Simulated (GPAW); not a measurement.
Computed results, one entry a study.

```
CaZrN2 (R-3m): G0W0 with GPAW, start to end
1.0
     1.65709    0.95672    5.60669
    -1.65709    0.95672    5.60669
     0.00000   -1.91344    5.60669
Ca Zr N
1 1 2
Direct
  0.00000 0.00000 0.00000
  0.50000 0.50000 0.50000
  0.23812 0.23812 0.23812
  0.76188 0.76188 0.76188
# method: DFT, LDA, plane waves, PAW (and 1 further level or step)
# program: GPAW 26.7.0
# settings of one run: cutoff 600 eV, GPAW PAW setups 1.2.1 data release, 4×4×4 k-mesh, nbands 96
# cost: 3 runs, 3.2 min in all on 4 MPI ranks of Arm Neoverse V2, shared host (the runs of this entry)
# notes: The cell and positions are those that the Materials Project relaxed with its own functionals (PBE, PBE+U or r2SCAN), kept fixed. Limits: no spin-orbit coupling. Bands and cutoff are finite, so the gap is not at the basis limit. The miss can reach some tenths of an eV and take either sign; the mesh is an error of its own. The 4×4×4 mesh is coarse for this cell, which bears on the long-range parts of exchange and screening.
# LDA gap: 0.40 eV, indirect
# G0W0 gap on the mesh: 1.16 eV
# GW settings: 4×4×4 mesh, 86 bands, screening to 80 eV, Godby-Needs plasmon pole
# known limits: not at the basis limit; no spin-orbit coupling; coarse k mesh
```

[Paths, hosts, dates, memory and timing lines, banners, echoed tables and standing remarks are left out of the program output.]

[Logs are printed without paths, hosts, clocks, repeated set-up lines and the standing remarks that a program may print on its own settings, such as how far it seeks lower states.]

[Runs of the session that timed out or met a known fault of the program may be left out.]

[Hosts, paths, dates, database ids (printed as entryN), source tags and the programs' standing remarks are cut or masked in the printed files.]
